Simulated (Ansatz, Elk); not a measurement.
# Bonding as seen by X-rays: BeCu2O2

The structure of BeCu2O2 used here is made up (a known structure type with other elements) and was relaxed beforehand with PBEsol. The aim is the Fourier transform of its all-electron density, F(hkl), set beside the sum over free spherical atoms that refinements use.

Calculated with Elk 11.2.3 (patched build); DFT, PBE, all-electron APW+lo, Dirac cores, scalar-relativistic bands, static density, no spin.

The structure was built from a prototype and need not be the compound's stable phase.

### 1. Set-up

It takes space group Cm (No. 8, monoclinic). The conventional cell has a = 4.705 Å, b = 3.576 Å, c = 6.186 Å, α = 90.00°, β = 107.82°, γ = 90.00°. Nearest to Cu lie 2 O at 1.86 to 2.02 Å. Nearest to Cu lie 3 O at 1.85 to 2.23 Å. Nearest to O lie 1 Be at 1.60 Å and 4 Cu at 1.85 to 2.23 Å. Nearest to O lie 3 Be at 1.61 to 2.01 Å and 1 Cu at 1.86 Å. Nearest to Be lie 4 O at 1.60 to 2.01 Å. Farther neighbours and most contacts between anions are not listed.

### 2. Ground state and structure factors

An all-electron density is needed, since X-rays see the cores too. Task 0 finds the density and task 195 Fourier-transforms it; tshift is off so that phases refer to the origin typed.

elk.in reads:

```
tasks
  0
  195

xctype
  20

spinpol
  .false.

rgkmax
  7.0

gmaxvr
  14.0

lmaxo
  7

lmaxapw
  8

swidth
  0.002

tshift
  .false.

ramdisk
  .false.

hmaxvr
  5.5

maxscl
  120

epspot
  1e-06

sppath
  './'

avec
  4.43194351833 -3.37861288611 -0.34432376196
  4.43194351833 3.37861288611 -0.34432376196
  -2.70391830252 -0.00000000000 11.37341357460

atoms
  3
  'Cu.in'
  2
  0.5308949967 0.5308949967 0.4522402093   0.000000 0.000000 0.000000
  0.9567509476 0.9567509476 0.1869466836   0.000000 0.000000 0.000000
  'O.in'
  2
  0.3889812296 0.3889812296 0.1101276622   0.000000 0.000000 0.000000
  0.6459913493 0.6459913493 0.7683347281   0.000000 0.000000 0.000000
  'Be.in'
  1
  0.3487814768 0.3487814768 0.8444507167   0.000000 0.000000 0.000000

ngridk
  8 8 4
```

Run with:

```
> OMP_NUM_THREADS=4 elk
```

Numbers of over 12 decimals in the logs are rounded to 6 here.

What it wrote:

```text
┌─────────────────────────┐
│ Elk code version 11.2.3 │
└─────────────────────────┘

All units are atomic (Hartree, Bohr, etc.)

┌─────────────────────────────────────────────────┐
│ Ground-state run starting from atomic densities │
└─────────────────────────────────────────────────┘

Lattice vectors :
   4.431943518      -3.378612886     -0.3443237620
   4.431943518       3.378612886     -0.3443237620
  -2.703918303      -0.000000000       11.37341357

Reciprocal lattice vectors :
  0.7221912790     -0.9298468808      0.1716939426
  0.7221912790      0.9298468808      0.1716939426
  0.4372787754E-01  0.1263395965E-17  0.5628408634

Unit cell volume      :    334.3157942
Brillouin zone volume :   0.7419637891

Muffin-tin inner radius fraction :   0.1000000000E-01

Nuclei treated as point charges

Species : 1 (Cu)
 parameters loaded from : Cu.in
 name : copper
 nuclear charge    :   -29.00000000
 electronic charge :    29.00000000
 atomic mass :    115837.2717
 muffin-tin radius :    1.971709141
 number of radial points in muffin-tin :    993
 inner part over the whole radius :   0.9847893660E-02
 number on inner part of muffin-tin    :    697
 approximate nuclear radius :   0.7406004541E-04
 number of mesh points to nuclear radius :    340
 atomic positions (lattice), magnetic fields (Cartesian) :
  1 :   0.53089500  0.53089500  0.45224021    0.00000000  0.00000000  0.00000000
  2 :   0.95675095  0.95675095  0.18694668    0.00000000  0.00000000  0.00000000

Species : 2 (O)
 parameters loaded from : O.in
 name : oxygen
 nuclear charge    :   -8.000000000
 electronic charge :    8.000000000
 atomic mass :    29165.12205
 muffin-tin radius :    1.337613439
 number of radial points in muffin-tin :    593
 inner part over the whole radius :   0.9910023109E-02
 number on inner part of muffin-tin    :    404
 approximate nuclear radius :   0.5115538663E-04
 number of mesh points to nuclear radius :    176
 atomic positions (lattice), magnetic fields (Cartesian) :
  1 :   0.38898123  0.38898123  0.11012766    0.00000000  0.00000000  0.00000000
  2 :   0.64599135  0.64599135  0.76833473    0.00000000  0.00000000  0.00000000

Species : 3 (Be)
 parameters loaded from : Be.in
 name : beryllium
 nuclear charge    :   -4.000000000
 electronic charge :    4.000000000
 atomic mass :    16428.20280
 muffin-tin radius :    1.628167252
 number of radial points in muffin-tin :    593
 inner part over the whole radius :   0.9905756516E-02
 number on inner part of muffin-tin    :    402
 approximate nuclear radius :   0.4290726161E-04
 number of mesh points to nuclear radius :    157
 atomic positions (lattice), magnetic fields (Cartesian) :
  1 :   0.34878148  0.34878148  0.84445072    0.00000000  0.00000000  0.00000000

Total number of atoms per unit cell :    5
Total muffin-tin volume :    102.3458655
 ratio of muffin-tin to unit cell volume :   0.3061352987

Spin treatment :
 spin-unpolarised

Number of Bravais lattice symmetries :    4
Number of crystal symmetries         :    2
Crystal has no inversion symmetry
Complex Hermitian eigensolver will be used

k-point grid :      8     8     4
k-point offset :    0.000000000       0.000000000       0.000000000
k-point set is reduced with full crystal symmetry group
Total number of k-points :      144

Muffin-tin radius times maximum |G+k| :    7.000000000
 using average radius
Maximum |G+k| for APW functions       :    4.244064040
Maximum (1/2)|G+k|²                   :    9.006039789
Maximum |G| for potential and density :    14.00000000
Constant for pseudocharge density :    7
 order of it for each species :   14  14  14
 order of it for pair densities of each species (exact exchange by exxq0 0: 15) :   14   5   9
Radial integration step length :    1

G-vector grid sizes :     25    25    54
Number of G-vectors :    15479

Maximum angular momentum used for
 APW functions            :    8
 outer part of muffin-tin :    7
 inner part of muffin-tin :    2

Total nuclear charge    :   -78.00000000
[...]
electron entropic           :    -0.43767926232168E-03
 total energy                :     -3477.4193402527

Density of states at Fermi energy :    26.20265140
 (states/Hartree/unit cell)

Estimated indirect band gap :   0.5694171823E-03
 from k-point 1 to k-point 109
Estimated direct band gap   :   0.4698094348E-02
 at k-point 37

Charges :
 core                        :    30.00000000
 valence                     :    48.00000000
 interstitial                :    8.497617421
 muffin-tins (core leakage)
  species : 1 (Cu)
   atom 1                    :    26.50561600     (  0.1827820852E-02)
[...]
species : 2 (O)
[...]
species : 3 (Be)
[...]
total in muffin-tins        :    69.50238258
 total calculated charge     :    77.99273378
 total charge                :    78.00000000
 error                       :   0.7266215545E-02

RMS change in Kohn-Sham potential (target) :    4.253939047     (  0.1000000000E-05)
Absolute change in total energy (target)   :    1.661268922     (  0.1000000000E-03)

[... loops 3 to 22 left out ...]

┌──────────────────┐
│ Loop number : 23 │
└──────────────────┘

Energies :
 Fermi                       :     0.258938
 sum of occupied eigenvalues :     -1976.1446371371
 electron kinetic            :      3531.8455929571
 core electron kinetic       :      3127.3893991523
 Coulomb                     :     -6851.8584747459
 Coulomb potential           :     -5306.3491902980
 nuclear-nuclear             :     -484.34009425808
 electron-nuclear            :     -7442.0873342941
 Hartree                     :      1074.5689538062
 Madelung                    :     -4198.6838795970
 xc potential                :     -201.64103979626
 exchange                    :     -151.86339801318
 correlation                 :     -3.474070
 electron entropic           :    -0.36108953407774E-05
 total energy                :     -3475.3503538157

Density of states at Fermi energy :   0.1073819157
 (states/Hartree/unit cell)

Estimated indirect band gap :   0.2699802482E-01
 from k-point 76 to k-point 1
Estimated direct band gap   :   0.2833063655E-01
 at k-point 40

Charges :
 core                        :    30.00000000
 valence                     :    48.00000000
 interstitial                :    8.162001305
 muffin-tins (core leakage)
  species : 1 (Cu)
[...]
species : 2 (O)
[...]
species : 3 (Be)
[...]
total in muffin-tins        :    69.83799869
 total calculated charge     :    77.99322352
 total charge                :    78.00000000
 error                       :   0.6776483694E-02

RMS change in Kohn-Sham potential (target) :   0.6618703730E-06 (  0.1000000000E-05)
Absolute change in total energy (target)   :   0.3563200153E-05 (  0.1000000000E-03)

Convergence targets achieved

┌──────────────────┐
│ Loop number : 24 │
└──────────────────┘

Energies :
 Fermi                       :     0.258938
 sum of occupied eigenvalues :     -1976.1446375219
 electron kinetic            :      3531.8455914778
 core electron kinetic       :      3127.3893992561
 Coulomb                     :     -6851.8584721398
 Coulomb potential           :     -5306.3491936733
 nuclear-nuclear             :     -484.34009425808
 electron-nuclear            :     -7442.0873256328
 Hartree                     :      1074.5689477511
 Madelung                    :     -4198.6838753032
 xc potential                :     -201.64103532644
 exchange                    :     -151.86339768935
 correlation                 :     -3.474070
 electron entropic           :    -0.36109587625424E-05
 total energy                :     -3475.3503523748

Density of states at Fermi energy :   0.1073840601
 (states/Hartree/unit cell)

Estimated indirect band gap :   0.2699794686E-01
 from k-point 76 to k-point 1
Estimated direct band gap   :   0.2833056756E-01
 at k-point 40

Charges :
 core                        :    30.00000000
 valence                     :    48.00000000
 interstitial                :    8.162001547
 muffin-tins (core leakage)
  species : 1 (Cu)
[...]
species : 2 (O)
   atom 1                    :    6.301930256     (  0.2419213219E-05)
   atom 2                    :    6.253190967     (  0.2403140673E-05)
  species : 3 (Be)
   atom 1                    :    2.611266887     (  0.2723181190E-02)
 total in muffin-tins        :    69.83799845
 total calculated charge     :    77.99322352
 total charge                :    78.00000000
 error                       :   0.6776483453E-02

┌──────────────────────────────┐
│ Self-consistent loop stopped │
└──────────────────────────────┘

Warning : core states of species 1 leak from the muffin-tin :   0.1730311886E-02

Warning : core states of species 3 leak from the muffin-tin :   0.2723181190E-02

Wrote STATE.OUT
```

Elapsed: 3.7 min, on 4 threads of Arm Neoverse V2, shared host; peak memory 0.17 GiB; 15 min of CPU time.

SFACRHO.OUT:

```text

h k l indices transformed by vhmat matrix:
   1.000000000       0.000000000       0.000000000    
   0.000000000       1.000000000       0.000000000    
   0.000000000       0.000000000       1.000000000    

      h      k      l  multipl.   |H|            Re(F)            Im(F)           |F|

      0      0      0      1   0.0000000       78.000001     -0.77267934E-16   78.000001    
      0      0     -1      1  0.56453695      -7.1188656      -28.102519       28.990168    
      0      0      1      1  0.56453695      -7.1188656       28.102519       28.990168    
      0      0      2      1   1.1290739      -2.8644697       6.1048313       6.7434525    
      0      0     -2      1   1.1290739      -2.8644697      -6.1048313       6.7434525    
      0     -1      0      2   1.1898127      -10.299155       10.232441       14.518107    
      0      1      0      2   1.1898127      -10.299155      -10.232441       14.518107    
     -1      0      1      2   1.2156989       25.061021       10.783947       27.282747    
      1      0     -1      2   1.2156989       25.061021      -10.783947       27.282747    
      1      0      1      2   1.4109531       26.920573       20.464955       33.816145    
      0     -1     -1      2   1.4109531       26.920573      -20.464955       33.816145    
      1      1     -1      1   1.4177423      -27.945704      -44.221362       52.311483    
     -1     -1      1      1   1.4177423      -27.945704       44.221362       52.311483    
      0      1     -2      2   1.4756684      -29.405695      -20.540026       35.869033    
      0     -1      2      2   1.4756684      -29.405695       20.540026       35.869033    
     -1     -1      0      1   1.4846401       38.784381       5.1134912       39.120021    
      1      1      0      1   1.4846401       38.784381      -5.1134912       39.120021    
      1      1     -2      1   1.5662803      -12.002023       5.9638284       13.402082
```

Elk indexes on the primitive cell of elk.in and gives |H| = 4π sin θ/λ in inverse bohr. Below, one row stands for each form hkl of the conventional cell (m members, Friedel mates merged), F is for one primitive cell and the density is static (no thermal factor). Free-atom factors are Waasmaier and Kirfel's, and R is Σm||F|−|F'||/Σm|F|. Elk warned that it couldn't find a linearisation energy, which lowers the accuracy of some states in this run and its variants.

| hkl | m | sin θ/λ (Å⁻¹) | abs F, DFT | neutral atoms | diff. | abs of complex diff. | ions | diff. |
| --- | --- | --- | --- | --- | --- | --- | --- | --- |
| 001 | 2 | 0.085 | 28.990 | 29.139 | -0.149 | 0.195 | 28.881 | +0.109 |
| 002 | 2 | 0.170 | 6.743 | 6.694 | +0.050 | 0.213 | 7.520 | -0.776 |
| 110 | 4 | 0.179 | 14.518 | 14.334 | +0.184 | 0.372 | 14.913 | -0.395 |
| 1 1 -1 | 4 | 0.183 | 27.283 | 27.525 | -0.243 | 0.243 | 27.993 | -0.710 |
| 111 | 4 | 0.212 | 33.816 | 34.529 | -0.713 | 0.973 | 34.220 | -0.404 |
| 2 0 -1 | 2 | 0.213 | 52.312 | 52.598 | -0.287 | 0.311 | 53.089 | -0.778 |
| 1 1 -2 | 4 | 0.222 | 35.869 | 36.807 | -0.938 | 0.959 | 36.463 | -0.594 |
| 200 | 2 | 0.223 | 39.120 | 39.659 | -0.539 | 0.550 | 39.786 | -0.666 |
| 2 0 -2 | 2 | 0.235 | 13.402 | 13.569 | -0.167 | 0.410 | 13.690 | -0.288 |
| 003 | 2 | 0.255 | 42.430 | 42.581 | -0.151 | 0.367 | 42.789 | -0.360 |
| 201 | 2 | 0.262 | 8.926 | 9.165 | -0.240 | 0.341 | 9.204 | -0.279 |
| 112 | 4 | 0.269 | 40.488 | 40.819 | -0.331 | 0.338 | 40.963 | -0.475 |
| 020 | 2 | 0.280 | 51.481 | 51.696 | -0.214 | 0.214 | 51.864 | -0.383 |
| 1 1 -3 | 4 | 0.282 | 34.462 | 34.640 | -0.177 | 0.234 | 34.726 | -0.264 |

The ions are Be2+, Cu+ and O2−, by formal charge.

### 3. The highest occupied states alone

An energy window below the Fermi level keeps the highest occupied states, to see at which angles they scatter; shallow core shells can lie inside it and anion s states outside. No new self-consistency is needed.

elk.in, as its differences from that of step 2:

```diff
@@ -1,3 +1,2 @@
 tasks
-  0
   195
@@ -40,2 +39,5 @@
 
+wsfac
+  -0.292300 0.558940
+
 sppath
```

Run with:

```
> OMP_NUM_THREADS=4 elk
```

What it wrote:

```text
┌─────────────────────────────────┐
│ Elk code version 11.2.3 started │
└─────────────────────────────────┘

Info(readinput): the functional depends on the density's gradient
 muffin-tin radial points multiplied by    2.00000
 (not where nrmtscf is given)

┌────────────────────┐
│ Current task : 195 │
└────────────────────┘
Info(checkmt): changed muffin-tin radius of species 1 (Cu) from   2.4000 to   1.9717
Info(checkmt): changed muffin-tin radius of species 2 (O) from   1.8000 to   1.3376
Info(checkmt): changed muffin-tin radius of species 3 (Be) from   1.8000 to   1.6282

Warning(linengy): could not find 1 linearisation energies in s.c. loop 1

Info(sfacrho): density structure factors written to SFACRHO.OUT

 Energy window :  -0.2923000000      0.5589400000

┌──────────────────┐
│ Elk code stopped │
└──────────────────┘
```

Wall time 5.7 s (4 threads); peak memory 0.16 GiB; 11 s of CPU time.

States within 15 eV below the Fermi level hold 32.00 electrons; any levels below the window count with the cores. Their amplitudes can exceed the total, where window and core parts have opposite phase:

| hkl | sin θ/λ (Å⁻¹) | abs F, window | abs F, all |
| --- | --- | --- | --- |
| 001 | 0.085 | 9.627 | 28.990 |
| 002 | 0.170 | 3.270 | 6.743 |
| 110 | 0.179 | 5.596 | 14.518 |
| 1 1 -1 | 0.183 | 8.963 | 27.283 |
| 111 | 0.212 | 8.162 | 33.816 |
| 2 0 -1 | 0.213 | 16.273 | 52.312 |
| 1 1 -2 | 0.222 | 7.853 | 35.869 |
| 200 | 0.223 | 10.708 | 39.120 |
| 2 0 -2 | 0.235 | 4.419 | 13.402 |
| 003 | 0.255 | 12.096 | 42.430 |

### 4. Another functional

The difference from free atoms is small, so it is set against the change that LDA (Perdew-Wang) makes.

elk.in, as its differences from that of step 3:

```diff
@@ -1,2 +1,3 @@
 tasks
+  0
   195
@@ -4,3 +5,3 @@
 xctype
-  20
+  3
 
@@ -39,5 +40,2 @@
 
-wsfac
-  -0.292300 0.558940
-
 sppath
```

Run with:

```
> OMP_NUM_THREADS=4 elk
```

What it wrote:

```text
┌─────────────────────────┐
│ Elk code version 11.2.3 │
└─────────────────────────┘

All units are atomic (Hartree, Bohr, etc.)

┌─────────────────────────────────────────────────┐
│ Ground-state run starting from atomic densities │
└─────────────────────────────────────────────────┘

Lattice vectors :
   4.431943518      -3.378612886     -0.3443237620
   4.431943518       3.378612886     -0.3443237620
  -2.703918303      -0.000000000       11.37341357

Reciprocal lattice vectors :
  0.7221912790     -0.9298468808      0.1716939426
[...]
atom 2                    :    6.227001567     ( -0.1323422876E-05)
  species : 3 (Be)
   atom 1                    :    2.619735118     (  0.2975023513E-02)
 total in muffin-tins        :    69.80563434
 total calculated charge     :    77.99283212
 total charge                :    78.00000000
 error                       :   0.7167880381E-02

┌──────────────────────────────┐
│ Self-consistent loop stopped │
└──────────────────────────────┘

Warning : core states of species 1 leak from the muffin-tin :   0.1807342752E-02

Warning : core states of species 3 leak from the muffin-tin :   0.2975023513E-02

Wrote STATE.OUT
[key lines of the parts left out:]
total energy                :     -3469.2037627286
```

Elapsed: 2.4 min, on 4 threads; peak memory 0.16 GiB.

Against the first run R = 0.07 %; the largest change is -0.068 at 020.

### 5. A coarser k-mesh

About half the k-points along each axis test the sampling.

elk.in, as its differences from that of step 4:

```diff
@@ -5,3 +5,3 @@
 xctype
-  3
+  20
 
@@ -63,2 +63,2 @@
 ngridk
-  8 8 4
+  4 4 2
```

Run with:

```
> OMP_NUM_THREADS=4 elk
```

What it wrote:

```text
┌─────────────────────────┐
│ Elk code version 11.2.3 │
└─────────────────────────┘

All units are atomic (Hartree, Bohr, etc.)

┌─────────────────────────────────────────────────┐
│ Ground-state run starting from atomic densities │
└─────────────────────────────────────────────────┘

Lattice vectors :
   4.431943518      -3.378612886     -0.3443237620
   4.431943518       3.378612886     -0.3443237620
  -2.703918303      -0.000000000       11.37341357

Reciprocal lattice vectors :
  0.7221912790     -0.9298468808      0.1716939426
[...]
atom 2                    :    6.253434665     (  0.2403190109E-05)
  species : 3 (Be)
   atom 1                    :    2.611292108     (  0.2722918397E-02)
 total in muffin-tins        :    69.83793087
 total calculated charge     :    77.99321535
 total charge                :    78.00000000
 error                       :   0.6784646770E-02

┌──────────────────────────────┐
│ Self-consistent loop stopped │
└──────────────────────────────┘

Warning : core states of species 1 leak from the muffin-tin :   0.1729666843E-02

Warning : core states of species 3 leak from the muffin-tin :   0.2722918397E-02

Wrote STATE.OUT
[key lines of the parts left out:]
total energy                :     -3475.3495222657
```

Wall time 35 s (4 threads); peak memory 0.16 GiB.

Against the first run R = 0.01 %; the largest change is -0.004 at 115.

### 6. Settings against the effect

| run | R against the first run (%) | R against neutral atoms, low angle (%) | wall time |
| --- | --- | --- | --- |
| PBE, rgkmax 7 | 0.00 | 1.17 | 3.7 min |
| LDA (Perdew-Wang) | 0.07 | 1.21 | 2.4 min |
| k-mesh 4×4×2 | 0.01 | 1.17 | 35 s |

### 7. Results

```json
{"R against neutral atoms, sin θ/λ < 0.3 Å⁻¹": "1.17 %", "R against neutral atoms, 0.3 to 0.68 Å⁻¹": "0.43 %", "R against ions, below 0.3 Å⁻¹": "1.54 %"}
```

**Reading.** Independent neutral atoms miss the calculated amplitudes by R = 1.17 % below 0.3 Å⁻¹ and 0.43 % from there to 0.68 Å⁻¹; by shells, 0.51 % below 0.15 Å⁻¹ (1 form), 1.20 % 0.15 to 0.3 (15 forms), 0.50 % 0.3 to 0.45 (34 forms), 0.41 % above 0.45 (99 forms). Bonding, aspherical density and the tables' own atoms all enter these figures, and the runs don't part them. The largest change of an amplitude is -0.94 electrons, at 1 1 -2. R counts amplitudes alone; phases shift too. Formal ions give R = 1.54 % at low angle, further off than neutral atoms. The window's part falls from 32.0 electrons at the origin to at most 4.61 between 0.45 and 0.68 Å⁻¹, where compact states inside the window still scatter. Below 0.3 Å⁻¹ the changes that finished (LDA (Perdew-Wang) and k-mesh 4×4×2) move F by R = 0.08 % at most, against the 1.17 % that separates it from free atoms. The basis has no finished test. These runs have no spin, though d or f shells may be open. Part of the difference isn't bonding: the tables are fits to free atoms and ions calculated by other methods than this functional. Thermal motion, anomalous dispersion and extinction are left out.

[Logs are printed without paths, hosts, clocks, repeated set-up lines and the standing remarks that a program may print on its own settings, such as how far it seeks lower states.]

[Hosts, paths, dates, database ids (printed as entryN), source tags and the programs' standing remarks are cut or masked in the printed files.]
